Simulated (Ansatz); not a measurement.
**SrLiH3 (model cell, started as cubic perovskite with Sr in the octahedra): following an unstable mode**

Which phase does SrLiH3 (model cell, started as cubic perovskite with Sr in the octahedra) fall into along its unstable mode, and how much energy does it gain?

Method: DFT PBEsol, scalar-relativistic, plane waves, PAW; PAW set soft_1, in Ansatz 0.2.0.

This is a report of a sequence of runs, with the program logs left out and the cost of each run kept.

The structure was built from a prototype and need not be the compound's stable phase.

## (1) The structure

It takes space group Pm-3m (No. 221, cubic). The conventional cell has a = 4.592 Å, b = 4.592 Å, c = 4.592 Å, α = 90.00°, β = 90.00°, γ = 90.00°. Nearest to Li lie 12 H at 3.25 Å. Nearest to Sr lie 6 H at 2.30 Å. H has 2 Sr at 2.30 Å nearest. Farther neighbours, and contacts between anions beyond the nearest, are not listed.

## (2) Response at finite wavevector

Stability and thermal properties need the whole zone. Linear response on a 4×4×4 q mesh gives force constants as far as a supercell of that size would, and the tensors from the zone-centre run are typed in so that the long-range dipole term is interpolated apart.

The input, input.yaml:

```yaml
crystal:
  lattice:
    - [4.5923518809, 0.0, 0.0]
    - [0.0, 4.5923518809, 0.0]
    - [0.0, 0.0, 4.5923518809]
  atoms:
    - { symbol: Li, position: [0.0, 0.0, 0.0] }
    - { symbol: Sr, position: [0.5, 0.5, 0.5] }
    - { symbol: H, position: [0.5, 0.5, 0.0] }
    - { symbol: H, position: [0.5, 0.0, 0.5] }
    - { symbol: H, position: [0.0, 0.5, 0.5] }
kpoints:
  mp_grid: { grid: [8, 8, 8] }
hamiltonian:
  xc: pbesol
  pseudopotentials: { kind: paw, azcp: { folder: soft_1 }, xc_functional: pbe }
scf:
  occupations: { method: fixed }
output:
  eigenvalues: true
phonons:
  method: dfpt
  qmesh: [4, 4, 4]
  temperatures: { t_max: 1000, t_step: 50 }
  qpath:
    path:
      - [[0.0, 0.0, 0.0], [0.0, 0.5, 0.0], [0.5, 0.5, 0.0], [0.0, 0.0, 0.0], [0.5, 0.5, 0.5], [0.0, 0.5, 0.0]]
      - [[0.5, 0.5, 0.5], [0.5, 0.5, 0.0]]
    npoints: 10
  non_analytic_term:
    high_frequency_dielectric_tensor: [[3.8413, 0.0, 0.0], [0.0, 3.8413, 0.0], [0.0, 0.0, 3.8413]]
    born_effective_charges:
      - { species: Li, tensor: [[1.4247, 0.0, 0.0], [0.0, 1.4247, 0.0], [0.0, 0.0, 1.4247]] }
      - { species: Sr, tensor: [[1.5962, 0.0, 0.0], [0.0, 1.5962, 0.0], [0.0, 0.0, 1.5962]] }
      - { species: H, tensor: [[-1.0174, 0.0, 0.0], [0.0, -1.0174, 0.0], [0.0, 0.0, -0.986]] }
      - { species: H, tensor: [[-1.0174, 0.0, 0.0], [0.0, -0.986, 0.0], [0.0, 0.0, -1.0174]] }
      - { species: H, tensor: [[-0.986, 0.0, 0.0], [0.0, -1.0174, 0.0], [0.0, 0.0, -1.0174]] }
    source: "zone-centre run at this cell"
```

The run is started by

```
ansatz run input.yaml --threads 8 --pin off --max-ram 16384MiB --backend cpu --events-out ev --progress --plain --runs-dir out
```

Wall time 2.1 min (8 threads of Intel Xeon at 2.60GHz (Ice Lake), shared host); peak memory 1.5 GiB.

This step gave:

```yaml
gap_on_the_k_mesh: 1.663 eV
volume_per_atom: 19.37 Å³
sum_rule_residual_before_enforcement: 4.13e-5 eV/Å²
lowest_frequency_on_the_path: -559.8 cm⁻¹
point_group: m-3m
highest_frequency_on_path_mesh_or_solved_points: 1389 cm⁻¹
highest_optical_mode_at_the_zone_centre_no_lo_to_term: 1287 cm⁻¹
lowest_optical_zone_centre_mode: -421.1 cm⁻¹
lowest_mode_on_the_q_mesh_acoustic_modes_at_gamma_apart: -559.8 cm⁻¹
```

Frequencies (cm⁻¹) solved at each irreducible wavevector; negative means imaginary. Frequencies by wavevector, by row:

| q in reciprocal lattice units | star | mode 1 | mode 2 | mode 3 | mode 4 | mode 13 | mode 14 | mode 15 |
| --- | --- | --- | --- | --- | --- | --- | --- | --- |
| 0 0 0 | 1 | -421.1 | -421.1 | -421.1 | -419 | 1287 | 1287 | 1287 |
| 0 0 0.25 | 6 | -409.7 | -409.7 | -380.7 | -380.7 | 1287 | 1287 | 1351 |
| 0 0 -0.5 | 3 | -396.8 | -396.8 | -347 | -347 | 1286 | 1286 | 1363 |
| 0 0.25 0.25 | 12 | -478.1 | -380.4 | -370.6 | -357 | 1286 | 1296 | 1357 |
| 0 0.25 -0.5 | 12 | -495.2 | -370.5 | -340.8 | -323.3 | 1286 | 1299 | 1367 |
| 0 -0.5 -0.5 | 3 | -553.5 | -361.7 | -361.7 | -282.1 | 1286 | 1307 | 1376 |
| 0.25 0.25 0.25 | 8 | -491.8 | -465.5 | -465.5 | -280.3 | 1296 | 1296 | 1363 |
| 0.25 0.25 -0.5 | 12 | -508.7 | -478.7 | -471.8 | -294.2 | 1295 | 1300 | 1373 |
| 0.25 -0.5 -0.5 | 6 | -556.6 | -495.7 | -495.7 | -283.4 | 1297 | 1306 | 1381 |
| -0.5 -0.5 -0.5 | 1 | -559.8 | -559.8 | -559.8 | -280.4 | 1306 | 1306 | 1389 |

Interpolated from a 4×4×4 q mesh, with the LO-TO term (at Γ the limit along the path). The phonon branches at the labelled points (cm⁻¹):

| point | branch 1 | branch 2 | branch 3 | branch 4 | branch 12 | branch 13 | branch 14 | branch 15 |
| --- | --- | --- | --- | --- | --- | --- | --- | --- |
| Γ | -421 | -421 | -421 | -419 | 412 | 1287 | 1287 | 1341 |
| halfway | -410 | -410 | -381 | -381 | 432 | 1287 | 1287 | 1351 |
| X | -397 | -397 | -347 | -347 | 452 | 1286 | 1286 | 1363 |
| halfway | -495 | -370 | -341 | -323 | 473 | 1286 | 1299 | 1367 |
| M | -554 | -362 | -362 | -282 | 488 | 1286 | 1307 | 1376 |
| halfway | -478 | -380 | -371 | -357 | 451 | 1286 | 1296 | 1357 |
| Γ | -421 | -421 | -421 | -419 | 412 | 1287 | 1287 | 1341 |
| halfway | -492 | -466 | -466 | -280 | 469 | 1296 | 1296 | 1363 |
| R | -560 | -560 | -560 | -280 | 523 | 1306 | 1306 | 1389 |
| halfway | -509 | -479 | -472 | -294 | 491 | 1295 | 1300 | 1373 |
| X | -397 | -397 | -347 | -347 | 452 | 1286 | 1286 | 1363 |
| jump to R | -560 | -560 | -560 | -280 | 523 | 1306 | 1306 | 1389 |
| halfway | -557 | -496 | -496 | -283 | 507 | 1297 | 1306 | 1381 |
| M | -554 | -362 | -362 | -282 | 488 | 1286 | 1307 | 1376 |

Symmetry leaves 10 wavevectors to solve. The lowest mode among them, the acoustic zeros apart, lies at q = (-0.5, -0.5, -0.5) and is imaginary, 559.8i cm⁻¹, so the energy falls along it.

## (3) The mode frozen in, largest atomic shift 0 Å

The mode followed lies at q = (-0.5, -0.5, -0.5) with frequency 559.8i cm⁻¹ and is 3-fold degenerate, the softest among the wavevectors solved. At small amplitude the pattern taken leaves space group no. 167 by a symmetry search on the positions. The undistorted cell that holds it gives the zero of energy on the same k mesh.

System of this step: SrLiH3 (model cell, started as cubic perovskite with Sr in the octahedra). The structure is cubic, space group Pm-3m (No. 221). The conventional cell has a = 4.592 Å, b = 4.592 Å, c = 4.592 Å, α = 90.00°, β = 90.00°, γ = 90.00°. Li has 12 H at 3.25 Å nearest. Sr has 6 H at 2.30 Å nearest. H has 2 Sr at 2.30 Å nearest. Farther neighbours, and contacts between anions beyond the nearest, are not listed.

The input, input.yaml:

```yaml
crystal:
  lattice:
    - [4.5923518809, 4.5923518809, 0.0]
    - [4.5923518809, 0.0, 4.5923518809]
    - [4.5923518809, 0.0, -4.5923518809]
  atoms:
    - { symbol: Li, position: [0.0, 0.0, 0.0] }
    - { symbol: Li, position: [0.0, 0.5, 0.5] }
    - { symbol: Sr, position: [0.5, 0.25, 0.75] }
    - { symbol: Sr, position: [0.5, 0.75, 0.25] }
    - { symbol: H, position: [0.5, 0.0, 0.0] }
    - { symbol: H, position: [0.5, 0.5, 0.5] }
    - { symbol: H, position: [0.0, 0.5, 0.0] }
    - { symbol: H, position: [0.0, 0.0, 0.5] }
    - { symbol: H, position: [0.5, 0.0, 0.5] }
    - { symbol: H, position: [0.5, 0.5, 0.0] }
kpoints:
  mp_grid: { grid: [6, 6, 6] }
hamiltonian:
  xc: pbesol
  pseudopotentials: { kind: paw, azcp: { folder: soft_1 }, xc_functional: pbe }
scf:
  occupations: { method: gaussian, width: 0.02 }
output:
  forces: true
  stress: true
  eigenvalues: true
```

It took 0.9 s on 8 threads; peak memory 0.65 GiB.

Numbers from this step:

```yaml
pressure: -0.002369 GPa
energy_from_the_undistorted_cell: 0 meV/atom
```

At this level the gap is 1.66 eV on the k-mesh of the self-consistent run, which can miss the band edges.

## (4) The mode frozen in, largest atomic shift 0.6 Å

The atoms are moved along the unstable eigenvector, the largest shift by 0.6 Å, with the cell fixed.

input.yaml, the sections that differ from step 3:

```yaml
crystal:
  lattice:
    - [4.5923518809, 4.5923518809, 0.0]
    - [4.5923518809, 0.0, 4.5923518809]
    - [4.5923518809, 0.0, -4.5923518809]
  atoms:
    - { symbol: Li, position: [0.0, 0.0, 0.0] }
    - { symbol: Li, position: [0.0, 0.5, 0.5] }
    - { symbol: Sr, position: [0.5, 0.25, 0.75] }
    - { symbol: Sr, position: [0.5, 0.75, 0.25] }
    - { symbol: H, position: [0.4076150783, 0.0, 0.0] }
    - { symbol: H, position: [0.5923849217, 0.5, 0.5] }
    - { symbol: H, position: [0.0, 0.5923849217, 0.0] }
    - { symbol: H, position: [0.0, -0.0923849217, 0.5] }
    - { symbol: H, position: [0.4076150783, 0.0923849217, 0.5] }
    - { symbol: H, position: [0.5923849217, 0.4076150783, 0.0] }
# kpoints, hamiltonian, scf, output: as in step 3
```

It took 1.4 s on 8 threads; peak memory 0.7 GiB; 8.3 s of CPU time.

Read from the output:

```yaml
pressure: -1.844 GPa
gap_on_the_k_mesh: 2.114 eV
energy_from_the_undistorted_cell: -102.6 meV/atom
```

The energy, extrapolated to zero smearing, is -102.56 meV/atom against the undistorted cell.

The run ends at a pressure of -1.84 GPa, with forces up to 0.46 eV/Å.

## (5) Energy along the mode, all amplitudes (two of the runs are shown above)

An imaginary frequency means negative curvature, so the energy should fall and then rise again as anharmonic terms take over.

This step gave:

| Quantity | Value |
| --- | --- |
| depth at the lowest point sampled | 102.6 meV/atom |
| largest atomic shift at that point | 0.6 Å |

The energy from the parent by largest atomic shift:

| largest atomic shift (Å) | energy from the parent (meV/atom) |
| --- | --- |
| 0.000 | 0 |
| 0.040 | -0.557 |
| 0.080 | -2.22 |
| 0.140 | -6.75 |
| 0.220 | -16.4 |
| 0.320 | -33.6 |
| 0.450 | -62.9 |
| 0.600 | -103 |

Displacement at unit largest shift by atom:

| atom | x (Å) | y (Å) | z (Å) | size |
| --- | --- | --- | --- | --- |
| Li1 | 0.000 | 0.000 | 0.000 | 0.000 |
| Li2 | 0.000 | 0.000 | 0.000 | 0.000 |
| Sr3 | 0.000 | 0.000 | 0.000 | 0.000 |
| Sr4 | 0.000 | 0.000 | 0.000 | 0.000 |
| H5 | -0.707 | -0.707 | 0.000 | 1.000 |
| H6 | 0.707 | 0.707 | 0.000 | 1.000 |
| H7 | 0.707 | 0.000 | 0.707 | 1.000 |
| H8 | -0.707 | 0.000 | -0.707 | 1.000 |
| H9 | 0.000 | -0.707 | 0.707 | 1.000 |
| H10 | 0.000 | 0.707 | -0.707 | 1.000 |

The energy still falls at the last step, so the rise lies beyond the steps tried.

## (6) Relaxation from the frozen mode

Starting from the lowest point found, all atoms and the cell are let go, so that strain and other modes of the same symmetry can join in.

Edit input.yaml of step 4 so:

```diff
@@ -22,3 +22,3 @@
 scf:
-  occupations: { method: gaussian, width: 0.02 }
+  occupations: { method: fixed }
 output:
@@ -27 +27,6 @@
   eigenvalues: true
+relax:
+  adjacent_minimum: "off"
+  f_tol: 0.002
+  max_steps: 120
+  cell: { stress_tol: 0.03 }
```

Run time: 13 s. Hardware: 8 threads; peak memory 0.75 GiB; 84 s of CPU time.

Step by step:

| step | energy less that of the first step (eV) | largest force component (eV/Å) | pressure (GPa) | volume (Å³) |
| --- | --- | --- | --- | --- |
| 1 | 0.0000 | 0.3240 | -1.84 | 193.70 |
| 2 | -0.7429 | 0.3658 | -1.83 | 182.88 |
| 3 | -1.5109 | 0.3288 | -1.38 | 170.64 |
| 4 | -2.0267 | 0.1005 | -0.53 | 160.43 |
| 5 | -2.0543 | 0.0928 | 1.32 | 152.07 |
| 6 | -2.0840 | 0.0266 | 0.73 | 155.86 |
| 7 | -2.0811 | 0.0655 | -0.56 | 162.72 |
| 8 | -2.0938 | 0.0033 | 0.15 | 158.85 |
| 9 | -2.0942 | 0.0000 | 0.00 | 159.52 |
| 10* | -2.0913 | 0.0002 | -0.02 | 159.52 |

Relaxation steps marked * repeat the geometry before them on a plane-wave basis chosen anew for their cell, so energy and pressure can jump there. Relaxation step 7 was tried and not accepted.

Forces are held to the 12 operations that the program found; a distortion that breaks them can't arise in this run.

| cell as run | before | after | change |
| --- | --- | --- | --- |
| a (Å) | 6.495 | 5.710 | -12.1 % |
| b (Å) | 6.495 | 5.710 | -12.1 % |
| c (Å) | 6.495 | 6.541 | +0.7 % |
| β (°) | 60.00 | 64.12 | +6.9 % |
| volume (Å³/atom) | 19.37 | 15.95 | -17.6 % |

The atoms that moved most (Å, as changes of fractional coordinates times the final cell):

| atom | dx | dy | dz | length |
| --- | --- | --- | --- | --- |
| H6 | 0.379 | 0.379 | 0.000 | 0.537 |
| H7 | 0.379 | 0.000 | 0.379 | 0.537 |
| H9 | 0.000 | -0.379 | 0.379 | 0.537 |
| H8 | -0.379 | 0.000 | -0.379 | 0.537 |
| H5 | -0.379 | -0.379 | 0.000 | 0.537 |
| H10 | 0.000 | 0.379 | -0.379 | 0.537 |

The relaxed structure:

```cif
data_structure
_symmetry_space_group_name_H-M 'P 1'
_symmetry_Int_Tables_number 1
_cell_length_a 5.7097
_cell_length_b 5.7097
_cell_length_c 6.5414
_cell_angle_alpha 90.000
_cell_angle_beta 64.124
_cell_angle_gamma 60.000
_cell_volume 159.52
loop_
_atom_site_label
_atom_site_type_symbol
_atom_site_fract_x
_atom_site_fract_y
_atom_site_fract_z
_atom_site_occupancy
Li1 Li 0.00000 0.00000 0.00000 1
Li2 Li 0.00000 0.50000 0.50000 1
Sr3 Sr 0.50000 0.25000 0.75000 1
Sr4 Sr 0.50000 0.75000 0.25000 1
H5 H 0.31364 0.00000 0.00000 1
H6 H 0.68636 0.50000 0.50000 1
H7 H 0.00000 0.68636 0.00000 1
H8 H 0.00000 0.81364 0.50000 1
H9 H 0.31364 0.18636 0.50000 1
H10 H 0.68636 0.31364 0.00000 1
```

Read from the output:

```
pressure          : -0.01752 GPa
gap on the k-mesh : 1.987 eV
volume per atom   : 15.95 Å³
```

The distorted start has space group R-3c; the relaxation ends in R-3c.

## (7) The new phase in its own primitive cell

The relaxed structure is symmetrised, reduced to its primitive cell and relaxed tightly, as its phonons need.

input.yaml, the sections that differ from step 6:

```yaml
crystal:
  lattice:
    - [2.8548577491, 1.6482528899, 5.6500625896]
    - [-2.8548577491, 1.6482528899, 5.6500625896]
    - [0.0, -3.2965057799, 5.6500625896]
  atoms:
    - { symbol: Li, position: [0.75, 0.75, 0.75] }
    - { symbol: Li, position: [0.25, 0.25, 0.25] }
    - { symbol: Sr, position: [0.5, 0.5, 0.5] }
    - { symbol: Sr, position: [0.0, 0.0, 0.0] }
    - { symbol: H, position: [0.0636378365, 0.75, 0.4363621635] }
    - { symbol: H, position: [0.9363621635, 0.25, 0.5636378365] }
    - { symbol: H, position: [0.4363621635, 0.0636378365, 0.75] }
    - { symbol: H, position: [0.5636378365, 0.9363621635, 0.25] }
    - { symbol: H, position: [0.25, 0.5636378365, 0.9363621635] }
    - { symbol: H, position: [0.75, 0.4363621635, 0.0636378365] }
relax:
  adjacent_minimum: "off"
  f_tol: 0.001
  max_steps: 60
  cell: { stress_tol: 0.01 }
# kpoints, hamiltonian, scf, output: as in step 6
```

It took 5.2 s on 8 threads; peak memory 0.69 GiB; 33 s of CPU time.

Step by step:

| step | energy less that of the first step (eV) | largest force component (eV/Å) | pressure (GPa) | volume (Å³) |
| --- | --- | --- | --- | --- |
| 1 | 0.0000 | 0.0003 | -0.02 | 159.52 |
| 2 | -0.0001 | 0.0029 | 0.02 | 159.36 |
| 3 | -0.0001 | 0.0032 | 0.01 | 159.38 |
| 4 | 0.0000 | 0.0002 | 0.00 | 159.44 |
| 5* | 0.0000 | 0.0002 | 0.00 | 159.44 |

Relaxation steps marked * repeat the geometry before them on a plane-wave basis chosen anew for their cell, so energy and pressure can jump there.

Forces are held to the 12 operations that the program found; a distortion that breaks them can't arise in this run.

| conventional cell, symmetrised | before | after | change |
| --- | --- | --- | --- |
| a (Å) | 5.710 | 5.706 | -0.1 % |
| b (Å) | 5.710 | 5.706 | -0.1 % |
| c (Å) | 16.950 | 16.965 | +0.1 % |
| volume (Å³/atom) | 15.95 | 15.94 | -0.0 % |

Read from the output:

```
pressure           : 0.002833 GPa
gap on the k-mesh  : 1.983 eV
volume per atom    : 15.94 Å³
direct gap on mesh : 1.983 eV
```

The largest force component left is 0.19 meV/Å and the pressure is 0.003 GPa, within the tolerances set. The cell now holds 15.94 Å³/atom.

(Continued in part 2 of 2.)

[Long decimals in the printed logs are rounded to 6 places.]

[Logs are printed without paths, hosts, clocks, repeated set-up lines and the standing remarks that a program may print on its own settings, such as how far it seeks lower states.]

[Hosts, paths, dates, database ids (printed as entryN), source tags and the programs' standing remarks are cut or masked in the printed files.]

[Where the starting crystal was built by hand or by swapping elements, it need not be the compound's stable phase.]
